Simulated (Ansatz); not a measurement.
# Structural relaxation of a frame of liquid 1,3,5-triphenylbenzene from 473 K (126 atoms), part 2 of 3

Aim: bring a frame of liquid 1,3,5-triphenylbenzene from 473 K (126 atoms) to a nearby minimum of the energy and see what moves.

Ansatz 0.2.0; Kohn-Sham DFT, RPBE+D3(BJ), PAW (set soft_2), plane waves.

The cell: 72 C and 54 H. The network of contacts between molecules at the start is that of the classical potential that made the cell. The Brillouin zone is sampled at Γ only, in a cell whose shortest periodic width is 11 Å.

So far. Step 2 (Single point at the start): The r.m.s. force component of 1.2 eV/Å and the pressure of 3.6 GPa set the starting point.

**3. Cell and atoms relaxed**

Cell and atoms are freed together, to release stress as well as forces.

The input, input.yaml:

```yaml
crystal:
  lattice:
    - [11.40104, 0.0, 0.0]
    - [0.0, 11.40104, 0.0]
    - [0.0, 0.0, 11.40104]
  atoms:
    [... the 126 atom lines of step 2 ...]
kpoints:
  mp_grid: { grid: [1, 1, 1] }
hamiltonian:
  xc: rpbe
  dispersion: d3bj
scf:
  occupations: { method: fermi_dirac, width: 0.05 }
output:
  forces: true
relax:
  f_tol: 0.03
  max_steps: 200
  cell: {}
```

Launch:

```bash
$ ansatz run input.yaml --threads 4 --pin off --max-ram 8192MiB --backend cpu --events-out ev --progress --plain --runs-dir out
```

Numbers of over 12 decimals in the logs are rounded to 6 here.

The log of the run:

```text
[...]
Crystal: 126 atoms, lattice volume = 1481.950 Å³
Basis set: ecut = 420 eV, 28887 PW (Γ), exchange–correlation on 160×160×160 points (8 copies of the dense FFT grid, shifted against one another)
Bands: 297, of which v1, the nominal top of the filled ones, is band 171 counted from 1 (170 counted from 0)
Symmetry: 1 space group operations
[...]
k-points: 1
[...]
SCF iter   1: F=—  HF=-19046.470321 eV  |F-HF|=—  |Δ(HF+E_count)|=         —  Δρ=4.79e-3  dr2=2.88e-1  ethr=1.77e-3  ⟨swp⟩=6.0  Hψ=1364  notcnv=0  defer=65
[...]
SCF iter   9: F=-19046.467660 eV  HF=-19046.467660 eV  |F-HF|=9.81e-8  |Δ(HF+E_count)|=   1.45e-7  Δρ=1.89e-6  dr2=8.66e-8  ethr=2.92e-11  ⟨swp⟩=4.0  Hψ=778  notcnv=0
SCF 1 converged in 9 iterations: F = -19046.467660 eV  dr2 = 8.66e-8
[...]
relax step   1: F+E_penalty+E_count = -19046.46766039 eV  Δ(F+E_penalty+E_count) = +0.000e0 eV  max|allowed force component| = 4.532e0 eV/Å  Δτ_max = 0.0000 Å  P = +3.616 GPa  Ω = 1481.950 Å³  (9 SCF iters, dr2 threshold 1.00e-7 eV, accepted)
[... from here on, the SCF cycles and remarks between the steps are left out ...]
relax step   2: F+E_penalty+E_count = -19052.59291752 eV  Δ(F+E_penalty+E_count) = -6.125e0 eV  max|allowed force component| = 2.029e0 eV/Å  Δτ_max = 0.1960 Å  P = -0.317 GPa  Ω = 1507.118 Å³  energy of the carried Pulay correction = -4.602e-2 eV  (7 SCF iters, dr2 threshold 1.26e-5 eV, accepted)
relax step   3: F+E_penalty+E_count = -19053.84463670 eV  Δ(F+E_penalty+E_count) = -1.252e0 eV  max|allowed force component| = 9.704e-1 eV/Å  Δτ_max = 0.2000 Å  P = +0.043 GPa  Ω = 1447.663 Å³  energy of the carried Pulay correction = +6.396e-2 eV  (8 SCF iters, dr2 threshold 1.26e-5 eV, accepted)
relax step   4: F+E_penalty+E_count = -19054.14378415 eV  Δ(F+E_penalty+E_count) = -2.991e-1 eV  max|allowed force component| = 3.722e-1 eV/Å  Δτ_max = 0.2000 Å  P = +0.006 GPa  Ω = 1441.273 Å³  energy of the carried Pulay correction = +7.605e-2 eV  (7 SCF iters, dr2 threshold 1.26e-5 eV, accepted)
relax step   5: F+E_penalty+E_count = -19054.27629148 eV  Δ(F+E_penalty+E_count) = -1.325e-1 eV  max|allowed force component| = 4.507e-2 eV/Å  Δτ_max = 0.1665 Å  P = -0.006 GPa  Ω = 1425.917 Å³  energy of the carried Pulay correction = +1.053e-1 eV  (7 SCF iters, dr2 threshold 8.66e-6 eV, accepted)
relax step   6: F+E_penalty+E_count = -19054.34579872 eV  Δ(F+E_penalty+E_count) = -6.951e-2 eV  max|allowed force component| = 1.233e-1 eV/Å  Δτ_max = 0.1975 Å  P = -0.153 GPa  Ω = 1411.869 Å³  energy of the carried Pulay correction = +1.324e-1 eV  (9 SCF iters, dr2 threshold 1.27e-7 eV, accepted)
relax step   7: F+E_penalty+E_count = -19054.39337864 eV  Δ(F+E_penalty+E_count) = -4.758e-2 eV  max|allowed force component| = 1.264e-1 eV/Å  Δτ_max = 0.1949 Å  P = -0.090 GPa  Ω = 1404.160 Å³  energy of the carried Pulay correction = +1.473e-1 eV  (8 SCF iters, dr2 threshold 9.51e-7 eV, accepted)
relax step   8: F+E_penalty+E_count = -19054.44335875 eV  Δ(F+E_penalty+E_count) = -4.998e-2 eV  max|allowed force component| = 7.960e-2 eV/Å  Δτ_max = 0.1944 Å  P = -0.069 GPa  Ω = 1396.487 Å³  energy of the carried Pulay correction = +1.623e-1 eV  (8 SCF iters, dr2 threshold 9.98e-7 eV, accepted)
relax step   9: F+E_penalty+E_count = -19054.49265631 eV  Δ(F+E_penalty+E_count) = -4.930e-2 eV  max|allowed force component| = 1.108e-1 eV/Å  Δτ_max = 0.1949 Å  P = -0.005 GPa  Ω = 1389.433 Å³  energy of the carried Pulay correction = +1.761e-1 eV  (8 SCF iters, dr2 threshold 3.96e-7 eV, accepted)
relax step  10: F+E_penalty+E_count = -19054.53706078 eV  Δ(F+E_penalty+E_count) = -4.440e-2 eV  max|allowed force component| = 2.973e-1 eV/Å  Δτ_max = 0.1942 Å  P = -0.101 GPa  Ω = 1382.832 Å³  energy of the carried Pulay correction = +1.891e-1 eV  (8 SCF iters, dr2 threshold 7.68e-7 eV, accepted)
relax step  11: F+E_penalty+E_count = -19054.58656797 eV  Δ(F+E_penalty+E_count) = -4.951e-2 eV  max|allowed force component| = 2.311e-1 eV/Å  Δτ_max = 0.1923 Å  P = -0.052 GPa  Ω = 1376.240 Å³  energy of the carried Pulay correction = +2.021e-1 eV  (7 SCF iters, dr2 threshold 5.53e-6 eV, accepted)
relax step  12: F+E_penalty+E_count = -19054.55974428 eV  Δ(F+E_penalty+E_count) = +2.682e-2 eV  max|allowed force component| = 7.871e-1 eV/Å  Δτ_max = 0.1952 Å  P = +0.382 GPa  Ω = 1373.817 Å³  energy of the carried Pulay correction = +2.069e-1 eV  (8 SCF iters, dr2 threshold 3.34e-6 eV, rejected (line search))
relax step  13: F+E_penalty+E_count = -19054.61119579 eV  Δ(F+E_penalty+E_count) = -2.463e-2 eV  max|allowed force component| = 5.967e-2 eV/Å  Δτ_max = 0.0955 Å  P = -0.002 GPa  Ω = 1374.345 Å³  energy of the carried Pulay correction = +2.059e-1 eV  (11 SCF iters, accepted)
relax step  14: F+E_penalty+E_count = -19054.62904002 eV  Δ(F+E_penalty+E_count) = -1.784e-2 eV  max|allowed force component| = 6.017e-2 eV/Å  Δτ_max = 0.0975 Å  P = -0.036 GPa  Ω = 1372.765 Å³  energy of the carried Pulay correction = +2.090e-1 eV  (8 SCF iters, dr2 threshold 2.23e-7 eV, accepted)
[...]
relax step  36: F+E_penalty+E_count = -19054.93614086 eV  Δ(F+E_penalty+E_count) = -1.272e-3 eV  max|allowed force component| = 2.381e-2 eV/Å  Δτ_max = 0.0242 Å  P = +0.009 GPa  Ω = 1337.839 Å³  energy of the carried Pulay correction = +2.793e-1 eV  (8 SCF iters, dr2 threshold 6.61e-8 eV, accepted)
relax step  37: F+E_penalty+E_count = -19054.93562837 eV  Δ(F+E_penalty+E_count) = +5.125e-4 eV  max|allowed force component| = 1.209e-2 eV/Å  Δτ_max = 0.0317 Å  P = +0.003 GPa  Ω = 1338.319 Å³  energy of the carried Pulay correction = +2.784e-1 eV  (10 SCF iters, accepted)
relax step  38: F+E_penalty+E_count = -19054.78130049 eV  Δ(F+E_penalty+E_count) = +1.543e-1 eV  max|allowed force component| = 1.518e-2 eV/Å  Δτ_max = 0.0000 Å  P = -0.161 GPa  Ω = 1338.319 Å³  stress off target by 2.35e-1 GPa  SCF on the basis re-selected at this cell (its energy is not comparable with the rows above)  (6 SCF iters)
relax step  39: F+E_penalty+E_count = -19054.86792263 eV  Δ(F+E_penalty+E_count) = -8.662e-2 eV  max|allowed force component| = 3.315e-2 eV/Å  Δτ_max = 0.0852 Å  P = -0.020 GPa  Ω = 1306.302 Å³  energy of the carried Pulay correction = +6.390e-2 eV  (9 SCF iters, dr2 threshold 1.39e-7 eV, accepted)
relax step  40: F+E_penalty+E_count = -19054.88975612 eV  Δ(F+E_penalty+E_count) = -2.183e-2 eV  max|allowed force component| = 2.394e-2 eV/Å  Δτ_max = 0.0405 Å  P = +0.021 GPa  Ω = 1297.596 Å³  energy of the carried Pulay correction = +8.146e-2 eV  (8 SCF iters, dr2 threshold 6.87e-8 eV, accepted)
relax step  41: F+E_penalty+E_count = -19054.89910248 eV  Δ(F+E_penalty+E_count) = -9.346e-3 eV  max|allowed force component| = 1.057e-2 eV/Å  Δτ_max = 0.0477 Å  P = +0.019 GPa  Ω = 1294.106 Å³  energy of the carried Pulay correction = +8.845e-2 eV  (10 SCF iters, accepted)
relax step  42: F+E_penalty+E_count = -19054.90029458 eV  Δ(F+E_penalty+E_count) = -1.192e-3 eV  max|allowed force component| = 1.975e-2 eV/Å  Δτ_max = 0.0421 Å  P = -0.001 GPa  Ω = 1294.333 Å³  energy of the carried Pulay correction = +8.810e-2 eV  (10 SCF iters, accepted)
relax step  43: F+E_penalty+E_count = -19054.82722395 eV  Δ(F+E_penalty+E_count) = +7.307e-2 eV  max|allowed force component| = 2.123e-2 eV/Å  Δτ_max = 0.0000 Å  P = -0.049 GPa  Ω = 1294.333 Å³  stress off target by 9.57e-2 GPa  SCF on the basis re-selected at this cell (its energy is not comparable with the rows above)  (5 SCF iters)
relax step  44: F+E_penalty+E_count = -19054.85985150 eV  Δ(F+E_penalty+E_count) = -3.263e-2 eV  max|allowed force component| = 6.222e-2 eV/Å  Δτ_max = 0.1239 Å  P = -0.002 GPa  Ω = 1280.996 Å³  energy of the carried Pulay correction = +2.745e-2 eV  (10 SCF iters, dr2 threshold 2.29e-8 eV, accepted)
relax step  45: F+E_penalty+E_count = -19054.86100279 eV  Δ(F+E_penalty+E_count) = -1.151e-3 eV  max|allowed force component| = 1.927e-2 eV/Å  Δτ_max = 0.0266 Å  P = -0.003 GPa  Ω = 1281.333 Å³  energy of the carried Pulay correction = +2.695e-2 eV  (7 SCF iters, dr2 threshold 2.42e-7 eV, accepted)
relax step  46: F+E_penalty+E_count = -19054.83725094 eV  Δ(F+E_penalty+E_count) = +2.375e-2 eV  max|allowed force component| = 1.877e-2 eV/Å  Δτ_max = 0.0000 Å  P = -0.012 GPa  Ω = 1281.333 Å³  stress off target by 5.10e-2 GPa  SCF on the basis re-selected at this cell (its energy is not comparable with the rows above)  (5 SCF iters)
relax step  47: F+E_penalty+E_count = -19054.84410010 eV  Δ(F+E_penalty+E_count) = -6.849e-3 eV  max|allowed force component| = 2.332e-2 eV/Å  Δτ_max = 0.0607 Å  P = +0.009 GPa  Ω = 1278.634 Å³  energy of the carried Pulay correction = +6.775e-3 eV  (9 SCF iters, dr2 threshold 6.49e-9 eV, accepted)
relax step  48: F+E_penalty+E_count = -19054.83893879 eV  Δ(F+E_penalty+E_count) = +5.161e-3 eV  max|allowed force component| = 2.320e-2 eV/Å  Δτ_max = 0.0000 Å  P = +0.007 GPa  Ω = 1278.634 Å³  stress off target by 1.77e-2 GPa  SCF on the basis re-selected at this cell (its energy is not comparable with the rows above)  (5 SCF iters)
[...]
SCF converged after 5 iterations
Free energy (F): -19054.838939 eV
[...]
Internal energy: -19054.838939 eV  (E = F + TS)
E sigma→0 (E₀):  -19054.838939 eV
Fermi energy:    2.365872 eV
[...]
--- Forces (eV/Å), atoms counted from 1 ---
  atom   1  C     -0.00104005    -0.00365165     0.00549052
  atom   2  C      0.00069759     0.00859586    -0.00235042
  atom   3  C     -0.00290473    -0.00329341     0.00535510
  atom   4  C      0.00275502     0.00784071    -0.00170411
  atom   5  C      0.00224950    -0.00817660    -0.00404964
  atom   6  C      0.00052505     0.02015462    -0.00910209
  atom   7  C      0.00033552    -0.00471829    -0.00760052
  atom   8  C      0.01960138    -0.01628198     0.00794786
  atom   9  C     -0.00613875     0.00696844     0.01493371
  atom  10  C     -0.00443576     0.01132437    -0.01070761
  atom  11  C      0.00126291    -0.00228429     0.00155317
  atom  12  C     -0.00700697     0.00173864    -0.00082099
  atom  13  C      0.00320485    -0.00030581    -0.00209918
  atom  14  C     -0.00121525     0.00307222    -0.00075383
[...]
atom 125  H     -0.00212726     0.00018565    -0.00512598
  atom 126  H     -0.00941052     0.00154304    -0.00674217
  max |Σ_I F_I| component: 7.02e-6 eV/Å
--- Stress (GPa, compression-positive) ---
        0.001032      -0.001595      -0.001198
       -0.001594       0.002908      -0.000027
       -0.001196      -0.000027       0.017606
  P = ⅓ Tr σ = 0.0072 GPa (0.072 kbar)
--- Relaxed structure (44 steps of the walk, 42 accepted, 4 SCFs on fresh bases) ---
  F+E_penalty+E_count = -19054.83893879 eV   max|allowed force component| = 2.320e-2 eV/Å   (the final SCF, on the basis selected at the relaxed cell)
  cell:  # Å, volume = 1278.6338 Å³
    - [10.498453, 0.640769, 0.330685]
    - [0.640769, 11.231030, 0.052651]
    - [0.330685, 0.052651, 10.892699]
  atoms:
    - { symbol: C, position: [0.959589, 0.307430, 0.181728] }
    - { symbol: C, position: [0.937128, 0.247758, 0.075070] }
    - { symbol: C, position: [0.954309, 0.301871, 0.960162] }
    - { symbol: C, position: [0.995391, 0.415569, 0.952553] }
[...]
- { symbol: H, position: [0.380688, 0.453546, 0.385980] }
```

Elapsed: 7.1 min, on 4 threads of Intel Xeon Platinum 8175M at 2.50GHz (Skylake/Cascade Lake), shared host; peak memory 1.7 GiB.

Step by step (22 of 48):

```csv
step,energy less that of the first step (eV),largest force component (eV/Å),pressure (GPa),volume (Å³)
1,0.0000,4.5324,3.62,1481.95
3,-7.3770,0.9704,0.04,1447.66
5,-7.8086,0.0451,-0.01,1425.92
8,-7.9757,0.0796,-0.07,1396.49
10,-8.0694,0.2973,-0.10,1382.83
12,-8.0921,0.7871,0.38,1373.82
14,-8.1614,0.0602,-0.04,1372.77
17,-8.2401,0.1866,-0.20,1365.48
19,-8.2921,0.1757,-0.21,1356.58
21,-8.3209,0.0598,0.02,1353.21
23,-8.3501,0.2363,-0.11,1350.01
26,-8.3970,0.3011,-0.21,1345.18
28,-8.4358,0.0465,0.00,1340.03
30,-8.4509,0.0771,-0.02,1338.96
32,-8.4612,0.0869,-0.04,1338.63
35,-8.4672,0.0325,0.00,1338.08
37,-8.4680,0.0121,0.00,1338.32
39,-8.4003,0.0332,-0.02,1306.30
41,-8.4314,0.0106,0.02,1294.11
44,-8.3922,0.0622,0.00,1281.00
46*,-8.3696,0.0188,-0.01,1281.33
48*,-8.3713,0.0232,0.01,1278.63
```

Relaxation steps marked * repeat the geometry before them on a plane-wave basis chosen anew for their cell, so energy and pressure can jump there. Other such steps can lie between the rows shown. Relaxation steps 12, 20 were tried and not accepted.

```csv
cell as run,before,after,change
a (Å),11.401,10.523,-7.7 %
b (Å),11.401,11.249,-1.3 %
c (Å),11.401,10.898,-4.4 %
α (°),90.00,89.36,-0.7 %
β (°),90.00,86.45,-3.9 %
γ (°),90.00,83.24,-7.5 %
volume (Å³/atom),11.76,10.15,-13.7 %
```

The atoms that moved most (Å, as changes of fractional coordinates times the final cell):

```csv
atom,dx,dy,dz,length
H82,-0.701,1.879,1.469,2.486
H80,1.318,-1.640,0.349,2.132
H79,1.205,-1.638,-0.151,2.039
H83,-0.855,1.579,0.964,2.038
H74,1.682,0.760,-0.690,1.970
H77,-1.726,-0.349,0.796,1.932
H73,1.534,0.775,-0.801,1.896
H123,0.316,-0.102,1.734,1.765
```

The relaxation changed the energy by -66.4 meV/atom, and atoms moved by 0.83 Å r.m.s., 2.5 Å at most.

**4. Local order after relaxation**

Bonds before and after, by the cutoffs listed below:

```csv
pair,bonds before,bonds after,mean before (Å),mean after (Å),spread before (Å),spread after (Å)
C-C,81,81,1.396,1.409,0.034,0.025
C-H,54,54,1.087,1.087,0.036,0.001
```

Density 1.19 g/cm³, 10.15 Å³ an atom.

Pair distribution functions g(r), in bins of 0.2 Å:

```csv
r (Å),total,C-C,C-H,H-H
1.00,3.00,0.00,6.10,0.00
1.20,0.00,0.00,0.00,0.00
1.40,2.62,8.03,0.00,0.00
1.60,0.00,0.00,0.00,0.00
1.80,0.00,0.00,0.00,0.00
2.00,0.05,0.00,0.00,0.25
2.20,1.74,0.00,3.01,1.42
2.40,1.41,2.69,0.00,2.90
2.60,0.62,0.83,0.44,0.74
2.80,1.04,0.90,1.22,0.80
3.00,0.61,0.39,0.73,0.71
3.20,0.51,0.00,0.71,0.89
3.40,1.21,0.38,1.97,0.69
3.60,0.81,0.74,0.84,0.83
3.80,1.15,1.39,1.18,0.63
4.00,1.26,0.99,1.53,1.01
4.20,1.04,1.10,1.02,1.00
4.40,1.17,1.20,0.91,1.80
4.60,1.06,1.00,1.08,1.12
4.80,0.96,1.04,0.97,0.83
5.00,1.18,1.21,1.20,1.09
```

Bonds by pair of elements; cutoffs follow the first minimum of g(r), held within bounds set by covalent radii, and pairs that aren't listed don't count as bonded:

```csv
pair A-B,cutoff (Å),bonds,mean length (Å),spread (Å),shortest (Å),B about A,A about B
C-C,1.85,81,1.41,0.025,1.39,2.25,2.25
C-H,1.34,54,1.09,0.001,1.08,0.75,1
```

How many atoms have how many bonded neighbours:

```csv
element,mean,1,3
C,3,0,72
H,1,54,0
```

Bond angles, per cent of each kind in bins of 5°:

```csv
angle (°),C-C-C,C-C-H
115–120,28.7,69.4
120–125,71.3,30.6
```

Bond angles (no mean is given where the spread exceeds 20°):

```csv
angle,count,mean (°),spread (°)
C-C-C,108,120,1
C-C-H,108,120,0.5
```

Rings of the network by King's shortest-path rule, up to 12 atoms, one path for each pair of neighbours; H, halogens, alkali and alkaline-earth atoms are left out, and the last column divides by all other atoms, bonded or not:

```csv
ring size (atoms),rings,per network atom
6,12,0.167
```

By these cutoffs all C atoms have 3 and all H atoms have 1 bonded neighbour. The C-C-C angle averages 120° with a spread of 1.0°. All rings counted have 6 atoms.

(Continued in part 3 of 3.)

[Logs are printed without paths, hosts, clocks, repeated set-up lines and the standing remarks that a program may print on its own settings, such as how far it seeks lower states.]

[Hosts, paths, dates, database ids (printed as entryN), source tags and the programs' standing remarks are cut or masked in the printed files.]
